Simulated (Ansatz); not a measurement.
# CaAl2Pb2: relaxing a made-up structure

This structure for CaAl2Pb2 is made up. Its elements were placed in a known structure type with a cell scaled to their sizes. What cell does the guess relax to, and how far off was it?

Method: DFT, PBE, plane-wave PAW, files of the set soft_1, scalar-relativistic, no spin, cell and ions relaxed at zero pressure; PAW set soft_1, in Ansatz 0.2.0.

### 1. Set-up

The structure is trigonal, space group P-3m1 (No. 164). Conventional cell: a = 4.533 Å, b = 4.533 Å, c = 7.815 Å, α = 90.00°, β = 90.00°, γ = 120.00°. Nearest to Pb lie 4 Al at 2.74 to 2.83 Å and 3 Ca at 3.34 Å. Ca has 6 Pb at 3.34 Å nearest. Nearest to Al lie 4 Pb at 2.74 to 2.83 Å. Farther neighbours are not listed.

### 2. Relaxation of the guess

The guess takes its coordinates from another compound and its volume from a rule, so the cell and any free coordinates are relaxed together.

Input file input.yaml:

```yaml
crystal:
  lattice:
    - [4.533, 0.0, 0.0]
    - [-2.2665, 3.925693155, 0.0]
    - [0.0, 0.0, 7.815]
  atoms:
    - { symbol: Pb, position: [0.666666667, 0.333333333, 0.7336] }
    - { symbol: Pb, position: [0.333333333, 0.666666667, 0.2664] }
    - { symbol: Ca, position: [0.0, 0.0, 0.0] }
    - { symbol: Al, position: [0.666666667, 0.333333333, 0.3713] }
    - { symbol: Al, position: [0.333333333, 0.666666667, 0.6287] }
kpoints:
  mp_grid: { grid: [7, 7, 4] }
scf:
  occupations: { method: fermi_dirac, width: 0.05 }
hamiltonian:
  xc: pbe
  pseudopotentials: { kind: paw, azcp: { folder: soft_1 } }
relax:
  f_tol: 0.015
  max_steps: 70
  cell: {}
output:
  forces: true
  stress: true
```

Started as:

```bash
$ ansatz run input.yaml --threads 4 --pin off --max-ram 8192MiB --backend cpu --events-out ev --progress --plain --runs-dir out
```

Numbers of over 12 decimals in the logs are rounded to 6 here.

Output:

```text
Engine: ansatz 0.2.0, x86_64-unknown-linux-gnu
Pseudopotentials: kind: paw
Pseudopotential: Pb, paw, valence charge 14, recommended cutoff 420 eV (normal), soft_1/Pb.paw.azcp
Pseudopotential: Ca, paw, valence charge 10, recommended cutoff 420 eV (normal), soft_1/Ca.paw.azcp
Pseudopotential: Al, paw, valence charge 3, recommended cutoff 420 eV (normal), soft_1/Al.paw.azcp
Functional definition: PBE
  parameter kappa = 0.804
  parameter beta = 0.066725
  exchange = pbe_x(kappa = kappa, mu = beta*pi^2/3)
  correlation = pbe_c(beta = beta)
Crystal: 5 atoms, lattice volume = 139.069 Å³
Basis set: ecut = 420 eV, 2661 PW (Γ), exchange–correlation on 64×64×108 points (8 copies of the dense FFT grid, shifted against one another)
Bands: 27, of which v1, the nominal top of the filled ones, is band 22 counted from 1 (21 counted from 0)
Symmetry: 12 space group operations
Space group: P-3m1 (ITA 164), of the structure as read, at distance tolerance 5.2e-5 Å
k-points: 28 of 196
Non-local potential: Pb, projectors of the file, l = 0: 2, l = 1: 2, l = 2: 2, l = 3: 1
Non-local potential: Ca, projectors of the file, l = 0: 3, l = 1: 2, l = 2: 2
Non-local potential: Al, projectors of the file, l = 0: 2, l = 1: 2, l = 2: 1
PAW form: soft (Blöchl's): semilocal exchange-correlation on the pseudo side does not see the compensation charge
PAW one-centre angular grid: Pb, 590 points (default); XC on 64 Gauss nodes
PAW one-centre angular grid: Ca, 110 points (default); XC on 64 Gauss nodes
PAW one-centre angular grid: Al, 110 points (default); XC on 64 Gauss nodes
Initial density: superposition of atomic densities (chi_scale 0.1, normalization cell, long waves kept (reshape's long-wave potential 0.14 eV rms))
Initial wavefunctions: pseudopotential atomic-orbital guess
Functional: x = pbe(κ = 0.804, μ = 0.219515), c = pbe(β = 0.066725)
SCF iter   1: F=—  HF=-26712.287589 eV  |F-HF|=—  |Δ(HF+E_count)|=         —  Δρ=6.00e-2  dr2=1.98e1  ethr=3.10e-3  ⟨swp⟩=11.0  Hψ=4836  notcnv=0
preconditioner: auto → Kerker (q_TF=auto, 2.252 Å⁻¹)  [metal: Δε(μ)=0.065 eV  Ē_g=10.831 eV  σ=0.050 eV  W_gap=0.31  n_scr=22 (ndim 8)  ℏωp=18.9 eV  f_vac=0.000  D(μ)=2.08/eV (n_scr^D=10)]
SCF iter   2: F=—  HF=-26709.801028 eV  |F-HF|=—  |Δ(HF+E_count)|=    2.49e0  Δρ=1.86e-2  dr2=1.52e0  ethr=3.10e-3  ⟨swp⟩=4.7  Hψ=1947  notcnv=0
SCF iter   3: F=—  HF=-26709.632867 eV  |F-HF|=—  |Δ(HF+E_count)|=   1.68e-1  Δρ=1.02e-2  dr2=5.02e-1  ethr=3.10e-3  ⟨swp⟩=3.1  Hψ=1024  notcnv=0
SCF iter   4: F=—  HF=-26709.567188 eV  |F-HF|=—  |Δ(HF+E_count)|=   6.57e-2  Δρ=2.09e-3  dr2=3.00e-2  ethr=1.14e-3  ⟨swp⟩=3.6  Hψ=1207  notcnv=0
SCF iter   5: F=—  HF=-26709.565291 eV  |F-HF|=—  |Δ(HF+E_count)|=   1.90e-3  Δρ=1.20e-3  dr2=7.47e-3  ethr=6.83e-5  ⟨swp⟩=1.7  Hψ=878  notcnv=0
SCF iter   6: F=—  HF=-26709.565739 eV  |F-HF|=—  |Δ(HF+E_count)|=   4.48e-4  Δρ=3.85e-4  dr2=4.49e-4  ethr=1.70e-5  ⟨swp⟩=2.0  Hψ=928  notcnv=0
SCF iter   7: F=—  HF=-26709.565968 eV  |F-HF|=—  |Δ(HF+E_count)|=   2.28e-4  Δρ=1.07e-4  dr2=1.97e-5  ethr=1.02e-6  ⟨swp⟩=3.0  Hψ=1410  notcnv=0
SCF iter   8: F=—  HF=-26709.565976 eV  |F-HF|=—  |Δ(HF+E_count)|=   7.81e-6  Δρ=1.82e-5  dr2=7.56e-7  ethr=4.48e-8  ⟨swp⟩=3.0  Hψ=1301  notcnv=0
SCF iter   9: F=—  HF=-26709.565977 eV  |F-HF|=—  |Δ(HF+E_count)|=   1.14e-6  Δρ=6.83e-6  dr2=1.43e-7  ethr=2.27e-10  ⟨swp⟩=5.1  Hψ=2800  notcnv=0
SCF iter  10: F=-26709.565977 eV  HF=-26709.565977 eV  |F-HF|=6.40e-10  |Δ(HF+E_count)|=   7.87e-8  Δρ=1.46e-6  dr2=5.55e-9  ethr=2.27e-10  ⟨swp⟩=4.7  Hψ=2369  notcnv=0
SCF 1 converged in 10 iterations: F = -26709.565977 eV  dr2 = 5.55e-9
  greatest PAW one-centre occupation: 0.995 electrons in one spin orbital (limit 2), on the Ca atom at site 2 (counted from 0), in its partial waves of l = 0
relax step   1: F+E_penalty+E_count = -26709.56597678 eV  Δ(F+E_penalty+E_count) = +0.000e0 eV  max|allowed force component| = 8.772e-1 eV/Å  Δτ_max = 0.0000 Å  P = +1.840 GPa  Ω = 139.069 Å³  (10 SCF iters, dr2 threshold 1.00e-7 eV, accepted)
Crystal: 5 atoms, lattice volume = 143.438 Å³
Basis set: ecut = 420 eV, 2793 PW (Γ), exchange–correlation on 64×64×108 points (8 copies of the dense FFT grid, shifted against one another)
Initial density: handed on by an earlier stage of this run
Initial wavefunctions: those handed on with the density
iter 1 solved again at ethr=2.90e-4 eV; its pass at ethr=3.10e-3 eV (dr2=1.28e-1 eV) is discarded
SCF iter   1: F=—  HF=-26709.731890 eV  |F-HF|=—  |Δ(HF+E_count)|=         —  Δρ=9.42e-3  dr2=1.29e-1  ethr=2.90e-4  ⟨swp⟩=1.1  Hψ=5010  notcnv=0
preconditioner: auto → Kerker (q_TF=auto, 2.241 Å⁻¹)  [metal: Δε(μ)=0.075 eV  Ē_g=12.924 eV  σ=0.050 eV  W_gap=0.35  n_scr=22 (ndim 8)  ℏωp=18.6 eV  f_vac=0.009  D(μ)=1.22/eV (n_scr^D=2)]
SCF iter   2: F=—  HF=-26709.715255 eV  |F-HF|=—  |Δ(HF+E_count)|=   1.66e-2  Δρ=5.39e-3  dr2=4.91e-2  ethr=2.90e-4  ⟨swp⟩=1.0  Hψ=759  notcnv=0
SCF iter   3: F=—  HF=-26709.706288 eV  |F-HF|=—  |Δ(HF+E_count)|=   8.97e-3  Δρ=6.06e-4  dr2=1.14e-3  ethr=1.12e-4  ⟨swp⟩=2.0  Hψ=1104  notcnv=0
SCF iter   4: F=—  HF=-26709.706671 eV  |F-HF|=—  |Δ(HF+E_count)|=   3.83e-4  Δρ=2.81e-4  dr2=3.99e-4  ethr=2.59e-6  ⟨swp⟩=2.3  Hψ=1187  notcnv=0
SCF iter   5: F=—  HF=-26709.706767 eV  |F-HF|=—  |Δ(HF+E_count)|=   9.59e-5  Δρ=1.35e-4  dr2=7.07e-5  ethr=9.07e-7  ⟨swp⟩=2.0  Hψ=954  notcnv=0
SCF iter   6: F=—  HF=-26709.706798 eV  |F-HF|=—  |Δ(HF+E_count)|=   3.13e-5  Δρ=4.44e-5  dr2=4.61e-6  ethr=1.61e-7  ⟨swp⟩=2.8  Hψ=1282  notcnv=0
SCF iter   7: F=-26709.706804 eV  HF=-26709.706804 eV  |F-HF|=2.04e-7  |Δ(HF+E_count)|=   5.48e-6  Δρ=1.08e-5  dr2=3.19e-7  ethr=1.14e-9  ⟨swp⟩=3.0  Hψ=2979  notcnv=0
SCF 2 converged in 7 iterations: F = -26709.706804 eV  dr2 = 3.19e-7
relax step   2: F+E_penalty+E_count = -26709.70680393 eV  Δ(F+E_penalty+E_count) = -1.408e-1 eV  max|allowed force component| = 2.518e-1 eV/Å  Δτ_max = 0.1952 Å  P = -0.778 GPa  Ω = 143.438 Å³  energy of the carried Pulay correction = -5.200e-4 eV  (7 SCF iters, dr2 threshold 5.00e-7 eV, accepted)
Crystal: 5 atoms, lattice volume = 141.696 Å³
Basis set: ecut = 420 eV, 2779 PW (Γ), exchange–correlation on 64×64×108 points (8 copies of the dense FFT grid, shifted against one another)
iter 1 solved again at ethr=1.17e-5 eV; its pass at ethr=3.10e-3 eV (dr2=5.15e-3 eV) is discarded
SCF iter   1: F=—  HF=-26709.737791 eV  |F-HF|=—  |Δ(HF+E_count)|=         —  Δρ=1.51e-3  dr2=5.07e-3  ethr=1.17e-5  ⟨swp⟩=1.8  Hψ=4654  notcnv=0
preconditioner: auto → Kerker (q_TF=auto, 2.245 Å⁻¹)  [metal: Δε(μ)=0.083 eV  Ē_g=12.982 eV  σ=0.050 eV  W_gap=0.38  n_scr=22 (ndim 8)  ℏωp=18.7 eV  f_vac=0.004  D(μ)=1.23/eV (n_scr^D=2)]
SCF iter   2: F=—  HF=-26709.737110 eV  |F-HF|=—  |Δ(HF+E_count)|=   6.81e-4  Δρ=9.05e-4  dr2=2.13e-3  ethr=1.15e-5  ⟨swp⟩=1.2  Hψ=763  notcnv=0
SCF iter   3: F=—  HF=-26709.736650 eV  |F-HF|=—  |Δ(HF+E_count)|=   4.60e-4  Δρ=1.40e-4  dr2=9.90e-5  ethr=4.84e-6  ⟨swp⟩=2.0  Hψ=888  notcnv=0
SCF iter   4: F=—  HF=-26709.736621 eV  |F-HF|=—  |Δ(HF+E_count)|=   2.92e-5  Δρ=8.30e-5  dr2=2.96e-5  ethr=2.25e-7  ⟨swp⟩=2.1  Hψ=1013  notcnv=0
SCF iter   5: F=—  HF=-26709.736622 eV  |F-HF|=—  |Δ(HF+E_count)|=   9.13e-7  Δρ=2.75e-5  dr2=3.01e-6  ethr=6.73e-8  ⟨swp⟩=2.0  Hψ=910  notcnv=0
SCF iter   6: F=-26709.736624 eV  HF=-26709.736623 eV  |F-HF|=2.36e-7  |Δ(HF+E_count)|=   1.38e-6  Δρ=1.15e-5  dr2=3.40e-7  ethr=1.14e-9  ⟨swp⟩=5.0  Hψ=2842  notcnv=0
SCF 3 converged in 6 iterations: F = -26709.736624 eV  dr2 = 3.40e-7
relax step   3: F+E_penalty+E_count = -26709.73662371 eV  Δ(F+E_penalty+E_count) = -2.982e-2 eV  max|allowed force component| = 1.006e-1 eV/Å  Δτ_max = 0.0241 Å  P = -0.282 GPa  Ω = 141.696 Å³  energy of the carried Pulay correction = -3.146e-4 eV  (6 SCF iters, dr2 threshold 5.00e-7 eV, accepted)
[...]
relax step   4: F+E_penalty+E_count = -26709.74097083 eV  Δ(F+E_penalty+E_count) = -4.347e-3 eV  max|allowed force component| = 2.332e-2 eV/Å  Δτ_max = 0.0283 Å  P = +0.081 GPa  Ω = 140.334 Å³  energy of the carried Pulay correction = -1.522e-4 eV  (5 SCF iters, dr2 threshold 5.00e-7 eV, accepted)
[...]
relax step   5: F+E_penalty+E_count = -26709.74137791 eV  Δ(F+E_penalty+E_count) = -4.071e-4 eV  max|allowed force component| = 6.579e-3 eV/Å  Δτ_max = 0.0082 Å  P = +0.036 GPa  Ω = 140.446 Å³  energy of the carried Pulay correction = -1.657e-4 eV  (6 SCF iters, dr2 threshold 8.92e-8 eV, accepted)
[...]
relax step   6: F+E_penalty+E_count = -26709.74142342 eV  Δ(F+E_penalty+E_count) = -4.551e-5 eV  max|allowed force component| = 1.487e-3 eV/Å  Δτ_max = 0.0046 Å  P = -0.002 GPa  Ω = 140.599 Å³  energy of the carried Pulay correction = -1.839e-4 eV  (6 SCF iters, dr2 threshold 7.43e-9 eV, accepted)
Initial wavefunctions: pseudopotential atomic-orbital guess (no wavefunctions were taken with the density)
iter 1 solved again at ethr=2.82e-7 eV; its pass at ethr=3.10e-3 eV (dr2=1.24e-4 eV) is discarded
SCF iter   1: F=—  HF=-26709.741637 eV  |F-HF|=—  |Δ(HF+E_count)|=         —  Δρ=3.37e-5  dr2=1.86e-7  ethr=2.82e-7  ⟨swp⟩=3.1  Hψ=6548  notcnv=0
preconditioner: auto → Kerker (q_TF=auto, 2.248 Å⁻¹)  [metal: Δε(μ)=0.096 eV  Ē_g=13.001 eV  σ=0.050 eV  W_gap=0.42  n_scr=22 (ndim 8)  ℏωp=18.8 eV  f_vac=0.004  D(μ)=1.11/eV (n_scr^D=2)]
SCF iter   2: F=—  HF=-26709.741647 eV  |F-HF|=—  |Δ(HF+E_count)|=   1.01e-5  Δρ=1.77e-5  dr2=5.13e-8  ethr=4.22e-10  ⟨swp⟩=2.6  Hψ=1366  notcnv=0
SCF iter   3: F=—  HF=-26709.741649 eV  |F-HF|=—  |Δ(HF+E_count)|=   1.80e-6  Δρ=1.75e-6  dr2=2.74e-9  ethr=1.17e-10  ⟨swp⟩=2.0  Hψ=1147  notcnv=0
SCF iter   4: F=—  HF=-26709.741649 eV  |F-HF|=—  |Δ(HF+E_count)|=   8.80e-9  Δρ=4.59e-7  dr2=1.12e-9  ethr=6.23e-12  ⟨swp⟩=2.2  Hψ=1014  notcnv=0
SCF iter   5: F=—  HF=-26709.741649 eV  |F-HF|=—  |Δ(HF+E_count)|=  7.75e-10  Δρ=1.43e-7  dr2=5.05e-11  ethr=2.54e-12  ⟨swp⟩=2.0  Hψ=978  notcnv=0
SCF iter   6: F=-26709.741649 eV  HF=-26709.741649 eV  |F-HF|=3.64e-12  |Δ(HF+E_count)|=  7.28e-11  Δρ=2.96e-8  dr2=2.79e-12  ethr=1.00e-12  ⟨swp⟩=4.1  Hψ=2353  notcnv=0
SCF 7 converged in 6 iterations: F = -26709.741649 eV  dr2 = 2.79e-12
relax step   7: F+E_penalty+E_count = -26709.74164865 eV  Δ(F+E_penalty+E_count) = -2.252e-4 eV  max|allowed force component| = 1.487e-3 eV/Å  Δτ_max = 0.0000 Å  P = -0.001 GPa  Ω = 140.599 Å³  stress off target by 2.32e-3 GPa  SCF on the basis re-selected at this cell (its energy is not comparable with the rows above)  (6 SCF iters)
basis re-selected at this cell: Δ(F+E_penalty+E_count) = -2.252e-4 eV, ΔP = +0.001 GPa vs the last step (what re-selecting the basis moved, of the pressure what is left beyond the Pulay correction that the steps carried, after the strain that the cell walked since its last selection, with what the two solves' SCF thresholds leave and, on support functions, any second-order correction that the steps lacked; it is no m [...]
SCF converged after 6 iterations
Free energy (F): -26709.741649 eV
Harris-Foulkes:  -26709.741649 eV  (|F-HF|=3.64e-12)
Internal energy: -26709.732400 eV  (E = F + TS)
E sigma→0 (E₀):  -26709.737024 eV
Entropy (-TS):   -0.009249 eV (-1.850 meV/atom)
Fermi energy:    7.965197 eV
--- Per-component energies (eV) ---
  E_band       = -275.767207
  E_kinetic    = 887.188305
  E_local      = -3409.875095  (includes V_loc(G=0)·N_el)
  E_nonlocal   = 721.240717
  E_hartree    = 1323.291908
  E_xc         = -610.551261
  E_vxc        = -488.336059  (∫ρ·V_xc dr)
  E_paw        = -22598.714417  (= ΣΔE_a)
  E_vpaw       = -632.568880  (= ΣTr[D̂ρ^β])
  E_aug_tail   = -0.000023  (compensation charges beyond the density's cutoff)
  E_ewald      = -3022.312533
  E_smearing   = -0.009249  (= −TS)
  E_closure    = 0.000000  (closes the sum)
  Σ components = -26709.741649   (vs F -26709.741649, Δ=0.00e0)
--- Forces (eV/Å), atoms counted from 1 ---
  atom   1  Pb     0.00000000    -0.00000000    -0.00148711
  atom   2  Pb     0.00000000     0.00000000     0.00148711
  atom   3  Ca     0.00000000     0.00000000     0.00000000
  atom   4  Al     0.00000000    -0.00000000    -0.00039731
  atom   5  Al     0.00000000     0.00000000     0.00039731
  max |Σ_I F_I| component: 1.85e-17 eV/Å
--- Stress (GPa, compression-positive) ---
       -0.002320       0.000000      -0.000000
       -0.000000      -0.002320      -0.000000
       -0.000000      -0.000000       0.001487
  P = ⅓ Tr σ = -0.0011 GPa (-0.011 kbar)
--- Relaxed structure (6 steps of the walk, 6 accepted, 1 SCFs on fresh bases) ---
  F+E_penalty+E_count = -26709.74164865 eV   max|allowed force component| = 1.487e-3 eV/Å   (the final SCF, on the basis selected at the relaxed cell)
  cell:  # Å, volume = 140.5989 Å³
    - [4.600571, 0.0, 0]
    - [-2.300286, 3.984212, 0]
    - [0, 0, 7.670573]
  atoms:
    - { symbol: Pb, position: [0.666667, 0.333333, 0.756423] }
    - { symbol: Pb, position: [0.333333, 0.666667, 0.243577] }
    - { symbol: Ca, position: [0, 0, -1.0654731522314363e-18] }
    - { symbol: Al, position: [0.666667, 0.333333, 0.379032] }
    - { symbol: Al, position: [0.333333, 0.666667, 0.620968] }
```

Run time: 9.3 s. Hardware: 4 threads of Intel Xeon Platinum 8488C (Sapphire Rapids), shared host; peak memory 0.55 GiB; 33 s of CPU time.

Step by step:

```
step  energy less that of the first step (eV)  largest force component (eV/Å)  pressure (GPa)  volume (Å³)
   1                                   0.0000                          0.8772            1.84       139.07
   2                                  -0.1408                          0.2518           -0.78       143.44
   3                                  -0.1706                          0.1006           -0.28       141.70
   4                                  -0.1750                          0.0233            0.08       140.33
   5                                  -0.1754                          0.0066            0.04       140.45
   6                                  -0.1754                          0.0015            0.00       140.60
  7*                                  -0.1757                          0.0015            0.00       140.60
```

Relaxation steps marked * repeat the geometry before them on a plane-wave basis chosen anew for their cell, so energy and pressure can jump there.

The run keeps the 12 symmetry operations that it works with, so distortions that break them were not tested.

```
conventional cell, symmetrised  before  after  change
                         a (Å)   4.533  4.601  +1.5 %
                         b (Å)   4.533  4.601  +1.5 %
                         c (Å)   7.815  7.671  -1.8 %
              volume (Å³/atom)   27.81  28.12  +1.1 %
```

The atoms that moved most (Å, as changes of fractional coordinates times the final cell):

```
atom     dx     dy      dz  length
 Pb2  0.000  0.000  -0.175   0.175
 Pb1  0.000  0.000   0.175   0.175
 Al4  0.000  0.000   0.059   0.059
 Al5  0.000  0.000  -0.059   0.059
```

Final coordinates:

```xyz
5
Lattice="4.6006 0.0000 0.0000 -2.3003 3.9842 0.0000 0.0000 0.0000 7.6706" Properties=species:S:1:pos:R:3 pbc="T T T"
Pb    2.3003    1.3281    5.8022
Pb    0.0000    2.6561    1.8684
Ca    0.0000    0.0000    0.0000
Al    2.3003    1.3281    2.9074
Al    0.0000    2.6561    4.7632
```

Numbers from this step:

| Property | Result |
| --- | --- |
| free energy | -26709.7416 eV |
| energy at zero smearing | -26709.7370 eV |
| smearing term TS | 0.009249 eV |
| Fermi energy | 7.965 eV |
| electrons | 44 |
| symmetry operations | 12 |
| pressure | -0.001051 GPa |

The shortest distance of each pair, which need not be the same contact before and after:

```
 pair  guess (Å)  relaxed (Å)
Al–Pb      2.743        2.852
Al–Al      3.301        3.240
Ca–Pb      3.344        3.247
Al–Ca      3.908        3.938
Pb–Pb      4.492        4.585
```

The relaxation ends with a largest force component of 0.0015 eV/Å and a pressure of 0.00 GPa.

### 3. What came out

```json
{
  "space group, relaxed": "P-3m1",
  "conventional cell": "a = 4.601, b = 4.601, c = 7.671 Å; α = 90.0°, β = 90.0°, γ = 120.0°",
  "volume per atom": "28.12 Å³ (guess 27.81)"
}
```

CaAl2Pb2 relaxes to P-3m1 with a = 4.601, b = 4.601 and c = 7.671 Å. The guessed volume was near the relaxed one. The space group P-3m1 was held in the relaxation, so the end point is a stationary structure within it and may be a saddle against distortions or other arrangements. Mesh and cutoff weren't tested. Spin-orbit coupling is left out, which can matter for elements this heavy. No dispersion term is used, so weakly bound directions may come out too long. Nothing here tests whether the compound is stable against decomposition.

[Logs are printed without paths, hosts, clocks, repeated set-up lines and the standing remarks that a program may print on its own settings, such as how far it seeks lower states.]

[Hosts, paths, dates, database ids (printed as entryN), source tags and the programs' standing remarks are cut or masked in the printed files.]
